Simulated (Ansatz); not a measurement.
# Squeezing and shearing glassy Na2MgSi3O8 (126 atoms), part 2 of 3

Aim: relax glassy Na2MgSi3O8 (126 atoms), then change its volume and shape to read moduli from the stress.

Ansatz 0.2.0; Kohn-Sham DFT, PBE, PAW (set soft_2), plane waves.

The cell: 9 Mg, 18 Na, 72 O and 27 Si. The quench rate of 20 K/ps is many orders above laboratory rates. The starting topology of bonds comes from the classical model. Only the Γ point is sampled.

So far. Step 2 (Single point at the start): The r.m.s. force at the start is 1.4 eV/Å. Step 3 (Cell and atoms relaxed): The relaxation converged after 18 steps, with a largest force component of 0.038 eV/Å.

## Step 5: Volume -3 %

The relaxed cell is scaled evenly and the atoms are relaxed again; the stress at the end gives one point of P(V).

Contents of input.yaml:

```yaml
crystal:
  lattice:
    - [11.5339, 0.17423, 0.12827]
    - [0.17423, 11.79162, 0.10515]
    - [0.12827, 0.10515, 11.88466]
  atoms:
    [... the 126 atom lines of step 4 ...]
kpoints:
  mp_grid: { grid: [1, 1, 1] }
hamiltonian:
  xc: pbe
scf:
  occupations: { method: fixed }
output:
  forces: true
  eigenvalues: true
  stress: true
relax:
  f_tol: 0.05
  max_steps: 70
```

On the command line:

```console
$ ansatz run input.yaml --threads 4 --pin off --max-ram 8192MiB --backend cpu --events-out ev --progress --plain --runs-dir out
```

Numbers of over 12 decimals in the logs are rounded to 6 here.

Log:

```text
Warning: output.stress: scf.convergence.dr2_threshold = 1e-7 eV (the SCF's general default) is looser than the 1.08e-8 eV advised for a printed stress (1e-10 eV for each atom of the cell: 126, of which 108 are counted). What an SCF threshold leaves in a stress goes as its square root, and in the free energy as the threshold itself, and one threshold admits the most on a small cell: [...]
[...]
Crystal: 126 atoms, lattice volume = 1615.676 Å³
Basis set: ecut = 420 eV, 31571 PW (Γ), exchange–correlation on 160×160×160 points (8 copies of the dense FFT grid, shifted against one another)
Bands: 522, of which v1, the nominal top of the filled ones, is band 396 counted from 1 (395 counted from 0)
Symmetry: 1 space group operations
[...]
k-points: 1
[...]
SCF iter   1: F=—  HF=-102229.009437 eV  |F-HF|=—  |Δ(HF+E_count)|=         —  Δρ=1.77e-3  dr2=6.43e-2  ethr=1.77e-3  ⟨swp⟩=5.0  Hψ=1781  notcnv=0  defer=123
[...]
SCF iter   5: F=—  HF=-102229.004857 eV  |F-HF|=—  |Δ(HF+E_count)|=   7.72e-5  Δρ=8.38e-5  dr2=1.01e-4  ethr=4.43e-8  ⟨swp⟩=2.0  Hψ=801  notcnv=0  defer=124
SCF iter   6: F=-102229.004860 eV  HF=-102229.004865 eV  |F-HF|=5.28e-6  |Δ(HF+E_count)|=   8.29e-6  Δρ=3.61e-5  dr2=1.82e-5  ethr=7.89e-9  ⟨swp⟩=14.0  Hψ=3217  notcnv=0
SCF 1 converged in 6 iterations: F = -102229.004860 eV  dr2 = 1.82e-5
[...]
relax step   1: F+E_penalty+E_count = -102229.00485962 eV  Δ(F+E_penalty+E_count) = +0.000e0 eV  max|allowed force component| = 5.898e-1 eV/Å  Δτ_max = 0.0000 Å  (6 SCF iters, dr2 threshold 6.25e-5 eV, accepted)
[...]
relax step   2: F+E_penalty+E_count = -102229.22561155 eV  Δ(F+E_penalty+E_count) = -2.208e-1 eV  max|allowed force component| = 3.126e-1 eV/Å  Δτ_max = 0.0351 Å  (6 SCF iters, dr2 threshold 2.17e-5 eV, accepted)
[...]
relax step   3: F+E_penalty+E_count = -102229.36978503 eV  Δ(F+E_penalty+E_count) = -1.442e-1 eV  max|allowed force component| = 1.095e-1 eV/Å  Δτ_max = 0.0464 Å  (7 SCF iters, dr2 threshold 6.11e-6 eV, accepted)
relax step   4: F+E_penalty+E_count = -102229.39236382 eV  Δ(F+E_penalty+E_count) = -2.258e-2 eV  max|allowed force component| = 3.918e-1 eV/Å  Δτ_max = 0.1004 Å  (9 SCF iters, accepted)
relax step   5: F+E_penalty+E_count = -102229.41146289 eV  Δ(F+E_penalty+E_count) = -1.910e-2 eV  max|allowed force component| = 6.762e-2 eV/Å  Δτ_max = 0.0284 Å  (5 SCF iters, dr2 threshold 1.88e-5 eV, accepted)
relax step   6: F+E_penalty+E_count = -102229.42531400 eV  Δ(F+E_penalty+E_count) = -1.385e-2 eV  max|allowed force component| = 9.536e-2 eV/Å  Δτ_max = 0.2000 Å  (10 SCF iters, accepted)
relax step   7: F+E_penalty+E_count = -102229.43670451 eV  Δ(F+E_penalty+E_count) = -1.139e-2 eV  max|allowed force component| = 9.539e-2 eV/Å  Δτ_max = 0.2000 Å  (9 SCF iters, accepted)
relax step   8: F+E_penalty+E_count = -102229.44279050 eV  Δ(F+E_penalty+E_count) = -6.086e-3 eV  max|allowed force component| = 3.630e-2 eV/Å  Δτ_max = 0.0385 Å  (6 SCF iters, dr2 threshold 9.10e-6 eV, accepted)
[...]
relax step   9: F+E_penalty+E_count = -102229.44279116 eV  Δ(F+E_penalty+E_count) = -6.567e-7 eV  max|allowed force component| = 3.645e-2 eV/Å  Δτ_max = 0.0000 Å  (4 SCF iters, accepted)
SCF converged after 4 iterations
Free energy (F): -102229.442791 eV
[...]
Internal energy: -102229.442791 eV  (E = F + TS)
E sigma→0 (E₀):  -102229.442791 eV
Fermi energy:    4.155570 eV
[...]
Σ components = -102229.442791   (vs F -102229.442791, Δ=0.00e0)
--- Forces (eV/Å), atoms counted from 1 ---
  atom   1  Mg    -0.03644948    -0.02118019     0.01494278
  atom   2  Mg    -0.01849109    -0.00343732    -0.02049588
  atom   3  Mg     0.01031882    -0.01974033    -0.00821258
  atom   4  Mg    -0.02012453     0.00347435     0.01161980
[...]
atom 126  Si     0.00795385     0.00803625     0.01778760
  max |Σ_I F_I| component: 3.59e-5 eV/Å
--- Stress (GPa, compression-positive) ---
        1.590733       0.010695       0.114703
        0.010693       1.572006       0.021003
        0.114703       0.021005       1.481003
  P = ⅓ Tr σ = 1.5479 GPa (15.479 kbar)
--- Band table (eV) ---
[...]
--- Relaxed structure (9 steps of the walk, 9 accepted, 0 SCFs on fresh bases) ---
  F+E_penalty+E_count = -102229.44279116 eV   max|allowed force component| = 3.645e-2 eV/Å
  atoms:
    - { symbol: Mg, position: [0.930418, 0.196725, 0.209432] }
    - { symbol: Mg, position: [0.093965, 0.325709, 0.916746] }
    - { symbol: Mg, position: [0.858104, 0.106210, 0.019658] }
    - { symbol: Mg, position: [0.046067, 0.445058, 0.437303] }
[...]
- { symbol: Si, position: [0.057820, 0.394566, 0.155641] }
```

Run time: 4.4 min. Hardware: 4 threads of Arm Neoverse V1, shared host; peak memory 2.4 GiB; 17 min of CPU time.

The program notes that the SCF threshold is loose for the stress.

The relaxation converged after 9 steps, 0.438 eV below its start, with a largest force component of 0.036 eV/Å.

Volume -3 %: the energy stands 0.236 eV above that of the reference, at a pressure of 1.55 GPa.

## Step 6: Volume +3 %

The relaxed cell is scaled to another volume.

input.yaml, the sections that differ from step 5:

```yaml
crystal:
  lattice:
    - [11.76697, 0.17775, 0.13086]
    - [0.17775, 12.0299, 0.10727]
    - [0.13086, 0.10727, 12.12482]
  atoms:
    [... the 126 atom lines of step 4 ...]
# kpoints, hamiltonian, scf, output, relax: as in step 5
```

Log:

```text
[...]
Crystal: 126 atoms, lattice volume = 1715.615 Å³
Basis set: ecut = 420 eV, 33569 PW (Γ), exchange–correlation on 160×162×180 points (8 copies of the dense FFT grid, shifted against one another)
Bands: 522, of which v1, the nominal top of the filled ones, is band 396 counted from 1 (395 counted from 0)
Symmetry: 1 space group operations
[...]
k-points: 1
[...]
SCF iter   1: F=—  HF=-102229.076518 eV  |F-HF|=—  |Δ(HF+E_count)|=         —  Δρ=1.62e-3  dr2=5.28e-2  ethr=1.77e-3  ⟨swp⟩=5.0  Hψ=1780  notcnv=0  defer=123
[...]
SCF iter   5: F=—  HF=-102229.084169 eV  |F-HF|=—  |Δ(HF+E_count)|=   8.82e-5  Δρ=7.39e-5  dr2=8.98e-5  ethr=4.24e-8  ⟨swp⟩=2.0  Hψ=801  notcnv=0  defer=124
SCF iter   6: F=-102229.084178 eV  HF=-102229.084185 eV  |F-HF|=7.18e-6  |Δ(HF+E_count)|=   1.63e-5  Δρ=3.78e-5  dr2=2.10e-5  ethr=7.89e-9  ⟨swp⟩=15.0  Hψ=3084  notcnv=0
SCF 1 converged in 6 iterations: F = -102229.084178 eV  dr2 = 2.10e-5
[...]
relax step   1: F+E_penalty+E_count = -102229.08417793 eV  Δ(F+E_penalty+E_count) = +0.000e0 eV  max|allowed force component| = 5.225e-1 eV/Å  Δτ_max = 0.0000 Å  (6 SCF iters, dr2 threshold 6.25e-5 eV, accepted)
[...]
relax step   2: F+E_penalty+E_count = -102229.28652283 eV  Δ(F+E_penalty+E_count) = -2.023e-1 eV  max|allowed force component| = 2.860e-1 eV/Å  Δτ_max = 0.0349 Å  (6 SCF iters, dr2 threshold 1.71e-5 eV, accepted)
[...]
relax step   3: F+E_penalty+E_count = -102229.41424847 eV  Δ(F+E_penalty+E_count) = -1.277e-1 eV  max|allowed force component| = 9.704e-2 eV/Å  Δτ_max = 0.0462 Å  (7 SCF iters, dr2 threshold 5.11e-6 eV, accepted)
relax step   4: F+E_penalty+E_count = -102229.37867585 eV  Δ(F+E_penalty+E_count) = +3.557e-2 eV  max|allowed force component| = 4.248e-1 eV/Å  Δτ_max = 0.2000 Å  (10 SCF iters, rejected (line search))
relax step   5: F+E_penalty+E_count = -102229.44590359 eV  Δ(F+E_penalty+E_count) = -3.166e-2 eV  max|allowed force component| = 5.735e-2 eV/Å  Δτ_max = 0.0983 Å  (9 SCF iters, accepted)
relax step   6: F+E_penalty+E_count = -102229.45238438 eV  Δ(F+E_penalty+E_count) = -6.481e-3 eV  max|allowed force component| = 5.318e-2 eV/Å  Δτ_max = 0.1000 Å  (9 SCF iters, accepted)
relax step   7: F+E_penalty+E_count = -102229.45341995 eV  Δ(F+E_penalty+E_count) = -1.036e-3 eV  max|allowed force component| = 5.768e-2 eV/Å  Δτ_max = 0.0695 Å  (8 SCF iters, accepted)
relax step   8: F+E_penalty+E_count = -102229.45602181 eV  Δ(F+E_penalty+E_count) = -2.602e-3 eV  max|allowed force component| = 1.795e-2 eV/Å  Δτ_max = 0.0395 Å  (6 SCF iters, dr2 threshold 2.86e-6 eV, accepted)
[...]
relax step   9: F+E_penalty+E_count = -102229.45602215 eV  Δ(F+E_penalty+E_count) = -3.409e-7 eV  max|allowed force component| = 1.789e-2 eV/Å  Δτ_max = 0.0000 Å  (4 SCF iters, accepted)
SCF converged after 4 iterations
Free energy (F): -102229.456022 eV
[...]
Internal energy: -102229.456022 eV  (E = F + TS)
E sigma→0 (E₀):  -102229.456022 eV
Fermi energy:    3.655747 eV
[...]
Σ components = -102229.456022   (vs F -102229.456022, Δ=0.00e0)
--- Forces (eV/Å), atoms counted from 1 ---
  atom   1  Mg    -0.00324087    -0.00049054     0.00082663
  atom   2  Mg    -0.01635372     0.00595776     0.00446182
  atom   3  Mg     0.00912233     0.00185674     0.00499890
  atom   4  Mg     0.00309737    -0.00040452    -0.00191945
[...]
atom 126  Si    -0.00173607    -0.00466782    -0.00572489
  max |Σ_I F_I| component: 3.62e-5 eV/Å
--- Stress (GPa, compression-positive) ---
       -1.448174      -0.010954      -0.059073
       -0.010954      -1.481116      -0.073109
       -0.059073      -0.073108      -1.413066
  P = ⅓ Tr σ = -1.4475 GPa (-14.475 kbar)
--- Band table (eV) ---
[...]
--- Relaxed structure (9 steps of the walk, 8 accepted, 0 SCFs on fresh bases) ---
  F+E_penalty+E_count = -102229.45602215 eV   max|allowed force component| = 1.789e-2 eV/Å
  atoms:
    - { symbol: Mg, position: [0.927732, 0.192359, 0.214522] }
    - { symbol: Mg, position: [0.099547, 0.325776, 0.917321] }
    - { symbol: Mg, position: [0.863258, 0.104504, 0.020499] }
    - { symbol: Mg, position: [0.047968, 0.441454, 0.441025] }
[...]
- { symbol: Si, position: [0.057679, 0.389609, 0.157341] }
```

Run time: 5.1 min. Hardware: 4 threads; peak memory 2.6 GiB; 19 min of CPU time.

The relaxation converged after 9 steps, 0.372 eV below its start, with a largest force component of 0.018 eV/Å.

Volume +3 %: the energy stands 0.222 eV above that of the reference, at a pressure of -1.45 GPa.

## Step 7: Volume -6 %

The relaxed cell is scaled to another volume.

input.yaml, the sections that differ from step 6:

```yaml
crystal:
  lattice:
    - [11.41375, 0.17242, 0.12693]
    - [0.17242, 11.66878, 0.10405]
    - [0.12693, 0.10405, 11.76085]
  atoms:
    [... the 126 atom lines of step 4 ...]
# kpoints, hamiltonian, scf, output, relax: as in step 6
```

Log:

```text
[...]
Crystal: 126 atoms, lattice volume = 1565.707 Å³
Basis set: ecut = 420 eV, 30609 PW (Γ), exchange–correlation on 160×160×160 points (8 copies of the dense FFT grid, shifted against one another)
Bands: 522, of which v1, the nominal top of the filled ones, is band 396 counted from 1 (395 counted from 0)
Symmetry: 1 space group operations
[...]
k-points: 1
[...]
SCF iter   1: F=—  HF=-102226.855403 eV  |F-HF|=—  |Δ(HF+E_count)|=         —  Δρ=1.89e-3  dr2=7.25e-2  ethr=1.77e-3  ⟨swp⟩=5.0  Hψ=1783  notcnv=0  defer=123
[...]
SCF iter   5: F=—  HF=-102226.844803 eV  |F-HF|=—  |Δ(HF+E_count)|=   7.82e-5  Δρ=8.76e-5  dr2=1.04e-4  ethr=4.50e-8  ⟨swp⟩=2.0  Hψ=801  notcnv=0  defer=124
SCF iter   6: F=-102226.844804 eV  HF=-102226.844809 eV  |F-HF|=4.66e-6  |Δ(HF+E_count)|=   5.79e-6  Δρ=3.55e-5  dr2=1.70e-5  ethr=7.89e-9  ⟨swp⟩=14.0  Hψ=3255  notcnv=0
SCF 1 converged in 6 iterations: F = -102226.844804 eV  dr2 = 1.70e-5
[...]
relax step   1: F+E_penalty+E_count = -102226.84480428 eV  Δ(F+E_penalty+E_count) = +0.000e0 eV  max|allowed force component| = 1.243e0 eV/Å  Δτ_max = 0.0000 Å  (6 SCF iters, dr2 threshold 6.25e-5 eV, accepted)
[...]
relax step   2: F+E_penalty+E_count = -102227.76295533 eV  Δ(F+E_penalty+E_count) = -9.182e-1 eV  max|allowed force component| = 6.508e-1 eV/Å  Δτ_max = 0.0657 Å  (6 SCF iters, dr2 threshold 9.66e-5 eV, accepted)
[...]
relax step   3: F+E_penalty+E_count = -102228.37470663 eV  Δ(F+E_penalty+E_count) = -6.118e-1 eV  max|allowed force component| = 2.347e-1 eV/Å  Δτ_max = 0.0932 Å  (7 SCF iters, dr2 threshold 2.65e-5 eV, accepted)
relax step   4: F+E_penalty+E_count = -102228.52015860 eV  Δ(F+E_penalty+E_count) = -1.455e-1 eV  max|allowed force component| = 4.288e-1 eV/Å  Δτ_max = 0.2000 Å  (7 SCF iters, dr2 threshold 7.16e-6 eV, accepted)
relax step   5: F+E_penalty+E_count = -102228.56840314 eV  Δ(F+E_penalty+E_count) = -4.824e-2 eV  max|allowed force component| = 1.793e-1 eV/Å  Δτ_max = 0.0523 Å  (6 SCF iters, dr2 threshold 2.39e-5 eV, accepted)
relax step   6: F+E_penalty+E_count = -102228.62823801 eV  Δ(F+E_penalty+E_count) = -5.983e-2 eV  max|allowed force component| = 9.920e-2 eV/Å  Δτ_max = 0.2000 Å  (7 SCF iters, dr2 threshold 5.62e-6 eV, accepted)
relax step   7: F+E_penalty+E_count = -102228.66751853 eV  Δ(F+E_penalty+E_count) = -3.928e-2 eV  max|allowed force component| = 1.104e-1 eV/Å  Δτ_max = 0.1819 Å  (10 SCF iters, accepted)
relax step   8: F+E_penalty+E_count = -102228.68465485 eV  Δ(F+E_penalty+E_count) = -1.714e-2 eV  max|allowed force component| = 3.669e-2 eV/Å  Δτ_max = 0.0655 Å  (7 SCF iters, dr2 threshold 3.73e-6 eV, accepted)
[...]
relax step   9: F+E_penalty+E_count = -102228.68465511 eV  Δ(F+E_penalty+E_count) = -2.562e-7 eV  max|allowed force component| = 3.670e-2 eV/Å  Δτ_max = 0.0000 Å  (4 SCF iters, accepted)
SCF converged after 4 iterations
Free energy (F): -102228.684655 eV
[...]
Internal energy: -102228.684655 eV  (E = F + TS)
E sigma→0 (E₀):  -102228.684655 eV
Fermi energy:    4.516139 eV
[...]
Σ components = -102228.684655   (vs F -102228.684655, Δ=0.00e0)
--- Forces (eV/Å), atoms counted from 1 ---
  atom   1  Mg    -0.00735567     0.00194199    -0.02921451
  atom   2  Mg    -0.00847821     0.02974277     0.00518612
  atom   3  Mg     0.00182176    -0.00886230     0.00583952
  atom   4  Mg     0.00597215     0.00804286     0.00304125
[...]
atom 126  Si     0.00278882    -0.01222992    -0.00617597
  max |Σ_I F_I| component: 5.56e-5 eV/Å
--- Stress (GPa, compression-positive) ---
        3.507211      -0.009964       0.378441
       -0.009966       3.344754      -0.013136
        0.378441      -0.013135       3.147449
  P = ⅓ Tr σ = 3.3331 GPa (33.331 kbar)
--- Band table (eV) ---
[...]
--- Relaxed structure (9 steps of the walk, 9 accepted, 0 SCFs on fresh bases) ---
  F+E_penalty+E_count = -102228.68465511 eV   max|allowed force component| = 3.670e-2 eV/Å
  atoms:
    - { symbol: Mg, position: [0.930823, 0.199699, 0.204746] }
    - { symbol: Mg, position: [0.091903, 0.327310, 0.914188] }
    - { symbol: Mg, position: [0.852061, 0.109121, 0.016819] }
    - { symbol: Mg, position: [0.045139, 0.446780, 0.435787] }
[...]
- { symbol: Si, position: [0.057578, 0.397708, 0.154826] }
```

It took 4.4 min on 4 threads; peak memory 2.4 GiB.

The relaxation converged after 9 steps, 1.84 eV below its start, with a largest force component of 0.037 eV/Å.

Volume -6 %: the energy stands 0.994 eV above that of the reference, at a pressure of 3.33 GPa.

## Step 8: Volume +6 %

The relaxed cell is scaled to another volume.

Input and log are left out; they have the form of those shown for this kind of step.

Elapsed: 4.1 min, on 4 threads of Arm Neoverse V1, shared host; peak memory 2.6 GiB; 16 min of CPU time.

The relaxation converged after 7 steps, 1.41 eV below its start, with a largest force component of 0.018 eV/Å.

Volume +6 %: the energy stands 0.881 eV above that of the reference, at a pressure of -2.68 GPa.

## Step 9: Volume -10 %

The relaxed cell is scaled to another volume.

input.yaml, the sections that differ from step 7:

```yaml
crystal:
  lattice:
    - [11.2495, 0.16994, 0.12511]
    - [0.16994, 11.50086, 0.10255]
    - [0.12511, 0.10255, 11.59161]
  atoms:
    [... the 126 atom lines of step 4 ...]
# kpoints, hamiltonian, scf, output, relax: as in step 7
```

Log:

```text
[...]
Crystal: 126 atoms, lattice volume = 1499.081 Å³
Basis set: ecut = 420 eV, 29307 PW (Γ), exchange–correlation on 160×160×160 points (8 copies of the dense FFT grid, shifted against one another)
Bands: 522, of which v1, the nominal top of the filled ones, is band 396 counted from 1 (395 counted from 0)
Symmetry: 1 space group operations
[...]
k-points: 1
[...]
SCF iter   1: F=—  HF=-102221.223036 eV  |F-HF|=—  |Δ(HF+E_count)|=         —  Δρ=2.05e-3  dr2=8.21e-2  ethr=1.77e-3  ⟨swp⟩=4.0  Hψ=1925  notcnv=0  defer=122
[...]
SCF iter   5: F=—  HF=-102221.211190 eV  |F-HF|=—  |Δ(HF+E_count)|=   9.54e-5  Δρ=9.81e-5  dr2=1.15e-4  ethr=4.72e-8  ⟨swp⟩=2.0  Hψ=793  notcnv=0  defer=124
SCF iter   6: F=-102221.211192 eV  HF=-102221.211190 eV  |F-HF|=2.38e-6  |Δ(HF+E_count)|=   5.66e-7  Δρ=2.44e-5  dr2=8.43e-6  ethr=7.89e-9  ⟨swp⟩=14.0  Hψ=3315  notcnv=0
SCF 1 converged in 6 iterations: F = -102221.211192 eV  dr2 = 8.43e-6
[...]
relax step   1: F+E_penalty+E_count = -102221.21119194 eV  Δ(F+E_penalty+E_count) = +0.000e0 eV  max|allowed force component| = 2.235e0 eV/Å  Δτ_max = 0.0000 Å  (6 SCF iters, dr2 threshold 6.25e-5 eV, accepted)
[...]
relax step   2: F+E_penalty+E_count = -102223.90766972 eV  Δ(F+E_penalty+E_count) = -2.696e0 eV  max|allowed force component| = 1.166e0 eV/Å  Δτ_max = 0.1023 Å  (6 SCF iters, dr2 threshold 1.00e-4 eV, accepted)
[...]
relax step   3: F+E_penalty+E_count = -102225.75222810 eV  Δ(F+E_penalty+E_count) = -1.845e0 eV  max|allowed force component| = 4.235e-1 eV/Å  Δτ_max = 0.1544 Å  (7 SCF iters, dr2 threshold 8.49e-5 eV, accepted)
relax step   4: F+E_penalty+E_count = -102226.22486381 eV  Δ(F+E_penalty+E_count) = -4.726e-1 eV  max|allowed force component| = 3.805e-1 eV/Å  Δτ_max = 0.2000 Å  (7 SCF iters, dr2 threshold 2.37e-5 eV, accepted)
relax step   5: F+E_penalty+E_count = -102226.43141875 eV  Δ(F+E_penalty+E_count) = -2.066e-1 eV  max|allowed force component| = 2.265e-1 eV/Å  Δτ_max = 0.1930 Å  (7 SCF iters, dr2 threshold 1.91e-5 eV, accepted)
relax step   6: F+E_penalty+E_count = -102226.61211170 eV  Δ(F+E_penalty+E_count) = -1.807e-1 eV  max|allowed force component| = 2.281e-1 eV/Å  Δτ_max = 0.2000 Å  (7 SCF iters, dr2 threshold 1.82e-5 eV, accepted)
relax step   7: F+E_penalty+E_count = -102226.73968267 eV  Δ(F+E_penalty+E_count) = -1.276e-1 eV  max|allowed force component| = 1.160e-1 eV/Å  Δτ_max = 0.2000 Å  (7 SCF iters, dr2 threshold 1.84e-5 eV, accepted)
relax step   8: F+E_penalty+E_count = -102226.70629333 eV  Δ(F+E_penalty+E_count) = +3.339e-2 eV  max|allowed force component| = 4.033e-1 eV/Å  Δτ_max = 0.2000 Å  (8 SCF iters, dr2 threshold 3.48e-6 eV, rejected (line search))
relax step   9: F+E_penalty+E_count = -102226.76906394 eV  Δ(F+E_penalty+E_count) = -2.938e-2 eV  max|allowed force component| = 9.916e-2 eV/Å  Δτ_max = 0.0965 Å  (9 SCF iters, accepted)
relax step  10: F+E_penalty+E_count = -102226.74421212 eV  Δ(F+E_penalty+E_count) = +2.485e-2 eV  max|allowed force component| = 2.511e-1 eV/Å  Δτ_max = 0.1000 Å  (7 SCF iters, dr2 threshold 2.54e-6 eV, rejected (line search))
[...]
relax step  11: F+E_penalty+E_count = -102226.78675601 eV  Δ(F+E_penalty+E_count) = -1.769e-2 eV  max|allowed force component| = 2.446e-2 eV/Å  Δτ_max = 0.0500 Å  (9 SCF iters, accepted)
SCF converged after 9 iterations
Free energy (F): -102226.786756 eV
[...]
Internal energy: -102226.786756 eV  (E = F + TS)
E sigma→0 (E₀):  -102226.786756 eV
Fermi energy:    5.014282 eV
[...]
Σ components = -102226.786756   (vs F -102226.786756, Δ=0.00e0)
--- Forces (eV/Å), atoms counted from 1 ---
  atom   1  Mg    -0.00702246     0.01366720     0.00828362
  atom   2  Mg     0.00155684     0.00416004    -0.00607925
  atom   3  Mg    -0.00117930     0.00381321     0.00306519
  atom   4  Mg     0.00958020    -0.00350645    -0.01238692
[...]
atom 126  Si     0.00710773     0.00748980     0.00045672
  max |Σ_I F_I| component: 6.08e-5 eV/Å
--- Stress (GPa, compression-positive) ---
        6.200204      -0.087147       0.745509
       -0.087148       5.916754      -0.192719
        0.745508      -0.192719       5.555083
  P = ⅓ Tr σ = 5.8907 GPa (58.907 kbar)
--- Band table (eV) ---
[...]
--- Relaxed structure (11 steps of the walk, 9 accepted, 0 SCFs on fresh bases) ---
  F+E_penalty+E_count = -102226.78675601 eV   max|allowed force component| = 2.446e-2 eV/Å
  atoms:
    - { symbol: Mg, position: [0.930263, 0.203124, 0.194001] }
    - { symbol: Mg, position: [0.091430, 0.329021, 0.910678] }
    - { symbol: Mg, position: [0.837771, 0.115582, 0.010055] }
    - { symbol: Mg, position: [0.044753, 0.445969, 0.432136] }
[...]
- { symbol: Si, position: [0.057264, 0.401273, 0.150447] }
```

Wall time 5.5 min (4 threads); peak memory 2.3 GiB.

The relaxation converged after 11 steps, 5.58 eV below its start, with a largest force component of 0.024 eV/Å.

Volume -10 %: the energy stands 2.89 eV above that of the reference, at a pressure of 5.89 GPa.

(Part 2 of 3 ends here.)

[Logs are printed without paths, hosts, clocks, repeated set-up lines and the standing remarks that a program may print on its own settings, such as how far it seeks lower states.]

[Hosts, paths, dates, database ids (printed as entryN), source tags and the programs' standing remarks are cut or masked in the printed files.]
